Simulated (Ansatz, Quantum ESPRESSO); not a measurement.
# KF (Carobbiite): from the cell to the phonon bands

Wanted: phonon bands, density of states and zone-centre response of KF (Carobbiite).

Main program and level: Quantum ESPRESSO 7.5; DFT PBE, scalar-relativistic, plane waves, GBRV ultrasoft pseudopotentials.

## 1. The starting structure

It takes space group Fm-3m (No. 225, cubic). The conventional cell has a = 5.344 Å, b = 5.344 Å, c = 5.344 Å, α = 90.00°, β = 90.00°, γ = 90.00°. Nearest to K lie 6 F at 2.67 Å. Nearest to F lie 6 K at 2.67 Å. Farther neighbours and most contacts between anions are not listed.

## 2. A first look

Before anything dear is run, a loose run with smearing shows whether this is a metal and how far the cell is from rest.

The input, probe.in:

```
&control
   calculation = 'scf'
   prefix = 'x'
   outdir = './tmp'
   pseudo_dir = './pseudo'
   tprnfor = .true.
   tstress = .true.
   verbosity = 'high'
/
&system
   ibrav = 2
   celldm(1) = 10.09812949
   nat = 2
   ntyp = 2
   ecutwfc = 45.0
   ecutrho = 270.0
   occupations = 'smearing'
   smearing = 'gaussian'
   degauss = 0.01
/
&electrons
   conv_thr = 1.0d-07
   mixing_beta = 0.7
   electron_maxstep = 100
/
ATOMIC_SPECIES
 K      39.0983  K.upf
 F      18.9984  F.upf
ATOMIC_POSITIONS crystal
 K      0.000000000   0.000000000   0.000000000
 F      0.500000000   0.500000000   0.500000000
K_POINTS automatic
 6 6 6 0 0 0
```

Run with:

```console
OMP_NUM_THREADS=1 mpirun -n 2 pw.x -nk 2 -in probe.in > probe.out
```

The program printed:

```text
[banners, grids, parts of the stress and lines that vanish by symmetry left out]
Program PWSCF v.7.5
     bravais-lattice index     =            2
     lattice parameter (alat)  =      10.0981  a.u.
[...]
kinetic-energy cutoff     =      45.0000  Ry
     charge density cutoff     =     270.0000  Ry
     scf convergence threshold =      1.0E-07
[...]
Exchange-correlation=  SLA  PW   PBX  PBC
                           (   1   4   3   4   0   0   0)
[...]
48 Sym. Ops., with inversion, found
[...]
(     0          1          0      )
                  (     0          0          1      )
[...]
(  0.0000000  1.0000000  0.0000000 )
                  (  0.0000000  0.0000000  1.0000000 )
[...]
(     1          0         -1      )
                  (     0          0         -1      )
[...]
(  0.0000000 -1.0000000  0.0000000 )
[...]
(     0          1         -1      )
                  (     0          1          0      )
[...]
( -1.0000000  0.0000000  0.0000000 )
                  (  0.0000000  1.0000000  0.0000000 )
[...]
number of k points=    16  Gaussian smearing, width (Ry)=  0.0100
[...]
End of self-consistent calculation
[...]
the Fermi energy is     5.8048 ev
!    total energy              =    -105.84825108 Ry
[...]
convergence has been achieved in   7 iterations
[...]
atom    1 type  1   force =    -0.00000000   -0.00000000   -0.00000000
     atom    2 type  2   force =     0.00000000    0.00000000   -0.00000000
[...]
Total force =     0.000000     Total SCF correction =     0.000000
[...]
total   stress  (Ry/bohr**3)                   (kbar)     P=       11.07
[...]
XML data file, charge density, pseudopotentials, collected wavefunctions

   JOB DONE.
```

The job ended after 2.9 s (2 MPI ranks of Arm Neoverse V2, shared host; 5.7 s of CPU time).

Numbers from this step:

* volume per atom: 19.07 Å³
* pressure: 1.107 GPa
* gap on the k-mesh: 6.175 eV

A gap of 6.2 eV opens on this mesh, so the crystal is taken as an insulator; the start stands at 1.1 GPa.

## 3. Relaxing the cell and atoms

Frequencies change by per cents with a per cent of volume, so the structure is first brought to rest at this level of theory.

The input, relax.in:

```
&control
   calculation = 'vc-relax'
   prefix = 'x'
   outdir = './tmp'
   pseudo_dir = './pseudo'
   tprnfor = .true.
   tstress = .true.
   forc_conv_thr = 2.0d-05
   etot_conv_thr = 1.0d-07
   nstep = 40
/
&system
   ibrav = 2
   celldm(1) = 10.09812949
   nat = 2
   ntyp = 2
   ecutwfc = 45.0
   ecutrho = 270.0
   occupations = 'fixed'
   nbnd = 10
/
&electrons
   conv_thr = 1.0d-11
   mixing_beta = 0.7
   electron_maxstep = 100
/
&ions
/
&cell
   press_conv_thr = 0.1
/
ATOMIC_SPECIES
 K      39.0983  K.upf
 F      18.9984  F.upf
ATOMIC_POSITIONS crystal
 K      0.000000000   0.000000000   0.000000000
 F      0.500000000   0.500000000   0.500000000
K_POINTS automatic
 6 6 6 0 0 0
```

Run with:

```console
OMP_NUM_THREADS=1 mpirun -n 2 pw.x -nk 2 -in relax.in > relax.out
```

The program printed:

```text
[banners, grids, parts of the stress and lines that vanish by symmetry left out]
[banner, memory and clock lines left out]
Program PWSCF v.7.5

[...]
kinetic-energy cutoff     =      45.0000  Ry
     charge density cutoff     =     270.0000  Ry
     scf convergence threshold =      1.0E-11
[...]
energy convergence thresh.=      1.0E-07
     force convergence thresh. =      2.0E-05
     press convergence thresh. =      1.0E-01
     Exchange-correlation=  SLA  PW   PBX  PBC
                           (   1   4   3   4   0   0   0)
[...]
48 Sym. Ops., with inversion, found
[...]
number of k points=    16
[...]
c_bands:  1 eigenvalues not converged
[...]
End of self-consistent calculation
[...]
highest occupied, lowest unoccupied level (ev):     1.5103    7.6860
!    total energy              =    -105.84825121 Ry
[...]
convergence has been achieved in  13 iterations
[...]
atom    1 type  1   force =    -0.00000000    0.00000000   -0.00000000
     atom    2 type  2   force =     0.00000000    0.00000000    0.00000000
     Total force =     0.000000     Total SCF correction =     0.000000
[...]
total   stress  (Ry/bohr**3)                   (kbar)     P=       11.00
[...]
number of bfgs steps    =   0
[...]
CELL_PARAMETERS (alat= 10.09812949)
[...]
ATOMIC_POSITIONS (crystal)
K               -0.0000000000       -0.0000000000        0.0000000000
F                0.5000000000        0.5000000000        0.5000000000
[...]
New effective cutoffs (rho, wfc):  268.45   44.83
[...]
End of self-consistent calculation
[...]
highest occupied, lowest unoccupied level (ev):     1.4713    7.6177
!    total energy              =    -105.84834884 Ry
[...]
convergence has been achieved in   7 iterations
[...]
atom    1 type  1   force =    -0.00000000    0.00000000   -0.00000000
     atom    2 type  2   force =     0.00000000   -0.00000000   -0.00000000
     Total force =     0.000000     Total SCF correction =     0.000000
[...]
total   stress  (Ry/bohr**3)                   (kbar)     P=        8.87
[...]
number of bfgs steps    =   1
[...]
WARNING: bfgs curvature condition failed, Theta= 0.988
[...]
CELL_PARAMETERS (alat= 10.09812949)
[...]
ATOMIC_POSITIONS (crystal)
K               -0.0000000000       -0.0000000000        0.0000000000
F                0.5000000000        0.5000000000        0.5000000000
[...]
New effective cutoffs (rho, wfc):  267.35   44.64
[...]
End of self-consistent calculation
[...]
highest occupied, lowest unoccupied level (ev):     1.4289    7.5432
!    total energy              =    -105.84843277 Ry
[...]
convergence has been achieved in   8 iterations
[...]
atom    1 type  1   force =     0.00000000    0.00000000    0.00000000
     atom    2 type  2   force =    -0.00000000   -0.00000000   -0.00000000
     Total force =     0.000000     Total SCF correction =     0.000000
[...]
total   stress  (Ry/bohr**3)                   (kbar)     P=        6.60
[...]
number of bfgs steps    =   2
[...]
CELL_PARAMETERS (alat= 10.09812949)
[...]
ATOMIC_POSITIONS (crystal)
[...]
New effective cutoffs (rho, wfc):  265.72   44.37
[...]
End of self-consistent calculation
[...]
highest occupied, lowest unoccupied level (ev):     1.3660    7.4329
!    total energy              =    -105.84851351 Ry
[...]
convergence has been achieved in  10 iterations
[...]
atom    1 type  1   force =     0.00000000    0.00000000    0.00000000
     atom    2 type  2   force =     0.00000000    0.00000000    0.00000000
     Total force =     0.000000     Total SCF correction =     0.000000
[...]
total   stress  (Ry/bohr**3)                   (kbar)     P=        3.29
[...]
number of bfgs steps    =   3
[...]
CELL_PARAMETERS (alat= 10.09812949)
[...]
ATOMIC_POSITIONS (crystal)
[...]
New effective cutoffs (rho, wfc):  264.09   44.10
[...]
End of self-consistent calculation
[...]
highest occupied, lowest unoccupied level (ev):     1.3036    7.3234
!    total energy              =    -105.84854129 Ry
[...]
convergence has been achieved in  10 iterations
[...]
atom    1 type  1   force =     0.00000000   -0.00000000    0.00000000
     atom    2 type  2   force =    -0.00000000    0.00000000   -0.00000000
     Total force =     0.000000     Total SCF correction =     0.000000
[...]
total   stress  (Ry/bohr**3)                   (kbar)     P=        0.08
[...]
number of bfgs steps    =   4
[...]
CELL_PARAMETERS (alat= 10.09812949)
[...]
ATOMIC_POSITIONS (crystal)
[...]
New effective cutoffs (rho, wfc):  264.04   44.09
[...]
End of self-consistent calculation
[...]
highest occupied, lowest unoccupied level (ev):     1.3021    7.3206
!    total energy              =    -105.84854131 Ry
[...]
convergence has been achieved in   6 iterations
[...]
atom    1 type  1   force =     0.00000000    0.00000000    0.00000000
     atom    2 type  2   force =    -0.00000000   -0.00000000   -0.00000000
     Total force =     0.000000     Total SCF correction =     0.000000
[...]
total   stress  (Ry/bohr**3)                   (kbar)     P=        0.00
[...]
bfgs converged in   6 scf cycles and   5 bfgs steps
[...]
End of BFGS Geometry Optimization
     Final enthalpy           =    -105.8485413092 Ry
     File ./tmp/x.bfgs deleted, as requested
[...]
CELL_PARAMETERS (alat= 10.09812949)
[...]
ATOMIC_POSITIONS (crystal)
K                0.0000000000       -0.0000000000        0.0000000000
F                0.5000000000        0.5000000000        0.5000000000
[...]
Final scf calculation at the relaxed structure.
[...]
kinetic-energy cutoff     =      45.0000  Ry
     charge density cutoff     =     270.0000  Ry
     scf convergence threshold =      1.0E-13
[...]
press convergence thresh. =      1.0E-01
     Exchange-correlation=  SLA  PW   PBX  PBC
                           (   1   4   3   4   0   0   0)
[...]
48 Sym. Ops., with inversion, found
[...]
number of k points=    16
[...]
c_bands:  1 eigenvalues not converged
     c_bands:  1 eigenvalues not converged
     c_bands:  1 eigenvalues not converged
     c_bands:  1 eigenvalues not converged
     c_bands:  1 eigenvalues not converged
[...]
End of self-consistent calculation
[...]
highest occupied, lowest unoccupied level (ev):     1.3020    7.3207
!    total energy              =    -105.84870988 Ry
[...]
convergence has been achieved in  25 iterations
[...]
atom    1 type  1   force =     0.00000000    0.00000000   -0.00000000
     atom    2 type  2   force =    -0.00000000   -0.00000000    0.00000000
     Total force =     0.000000     Total SCF correction =     0.000000
[...]
total   stress  (Ry/bohr**3)                   (kbar)     P=        0.98
[...]
XML data file, charge density, pseudopotentials, collected wavefunctions
```

Run time: 19 s. Hardware: 2 MPI ranks.

The steps of the relaxation:

```
step  energy less that of the first step (eV)  largest force (eV/Å)  pressure (GPa)  volume (Å³)
   1                                   0.0000                0.0000            1.10        38.15
   2                                  -0.0013                0.0000            0.89        38.36
   3                                  -0.0025                0.0000            0.66        38.60
   4                                  -0.0036                0.0000            0.33        38.96
   5                                  -0.0039                0.0000            0.01        39.32
   6                                  -0.0039                0.0000            0.00        39.33
   7                                  -0.0062                0.0000            0.10        39.33
```

```
conventional cell, symmetrised  before  after  change
                         a (Å)   5.344  5.398  +1.0 %
                         b (Å)   5.344  5.398  +1.0 %
                         c (Å)   5.344  5.398  +1.0 %
              volume (Å³/atom)   19.07  19.66  +3.1 %
```

Final coordinates:

```
CELL_PARAMETERS angstrom
-2.69909 0.00000 2.69909
0.00000 2.69909 2.69909
-2.69909 2.69909 0.00000
ATOMIC_POSITIONS crystal
K 0.00000 0.00000 0.00000
F 0.50000 0.50000 0.50000
```

The last row of the table of steps is pw.x's closing run on a basis chosen anew for the final cell, so its energy can jump.

Read from the output:

```yaml
volume_per_atom: 19.66 Å³
pressure: 0.09800 GPa
gap_on_the_k_mesh: 6.019 eV
```

The volume changes by +3.1 % from the cell with which this run began.

## 4. Ground state

The response is built on this ground state, so it is converged far tighter than an energy would need. With a gap, occupations are fixed, which also allows the response to an electric field.

The input, scf.in:

```
&control
   calculation = 'scf'
   prefix = 'x'
   outdir = './tmp'
   pseudo_dir = './pseudo'
   tprnfor = .true.
   tstress = .true.
/
&system
   ibrav = 2
   celldm(1) = 10.20106928
   nat = 2
   ntyp = 2
   ecutwfc = 45.0
   ecutrho = 270.0
   occupations = 'fixed'
   nbnd = 10
/
&electrons
   conv_thr = 1.0d-12
   mixing_beta = 0.7
   electron_maxstep = 100
/
ATOMIC_SPECIES
 K      39.0983  K.upf
 F      18.9984  F.upf
ATOMIC_POSITIONS crystal
 K      0.000000000   0.000000000   0.000000000
 F      0.500000000   0.500000000   0.500000000
K_POINTS automatic
 8 8 8 0 0 0
```

Run with:

```console
OMP_NUM_THREADS=1 mpirun -n 2 pw.x -nk 2 -in scf.in > scf.out
```

The program printed:

```text
[banners, grids, parts of the stress and lines that vanish by symmetry left out]
[banner, memory and clock lines left out]
Program PWSCF v.7.5

[...]
kinetic-energy cutoff     =      45.0000  Ry
     charge density cutoff     =     270.0000  Ry
     scf convergence threshold =      1.0E-12
[...]
Exchange-correlation=  SLA  PW   PBX  PBC
                           (   1   4   3   4   0   0   0)
[...]
48 Sym. Ops., with inversion, found
[...]
number of k points=    29
[...]
End of self-consistent calculation
[...]
highest occupied, lowest unoccupied level (ev):     1.3020    7.3207
!    total energy              =    -105.84870858 Ry
[...]
convergence has been achieved in  16 iterations
[...]
atom    1 type  1   force =     0.00000000    0.00000000   -0.00000000
     atom    2 type  2   force =    -0.00000000   -0.00000000    0.00000000
     Total force =     0.000000     Total SCF correction =     0.000000
[...]
total   stress  (Ry/bohr**3)                   (kbar)     P=        0.97
[...]
XML data file, charge density, pseudopotentials, collected wavefunctions
```

Run time: 5.8 s. Hardware: 2 MPI ranks.

This step gave:

```yaml
pressure: 0.09700 GPa
```

The cell stands at 0.097 GPa, close enough for phonons.

(Continued in part 2 of 4.)

[Host names and launcher messages were left out of these logs when they were recorded.]

[Logs are printed without paths, hosts, clocks, repeated set-up lines and the standing remarks that a program may print on its own settings, such as how far it seeks lower states.]

[Hosts, paths, dates, database ids (printed as entryN), source tags and the programs' standing remarks are cut or masked in the printed files.]
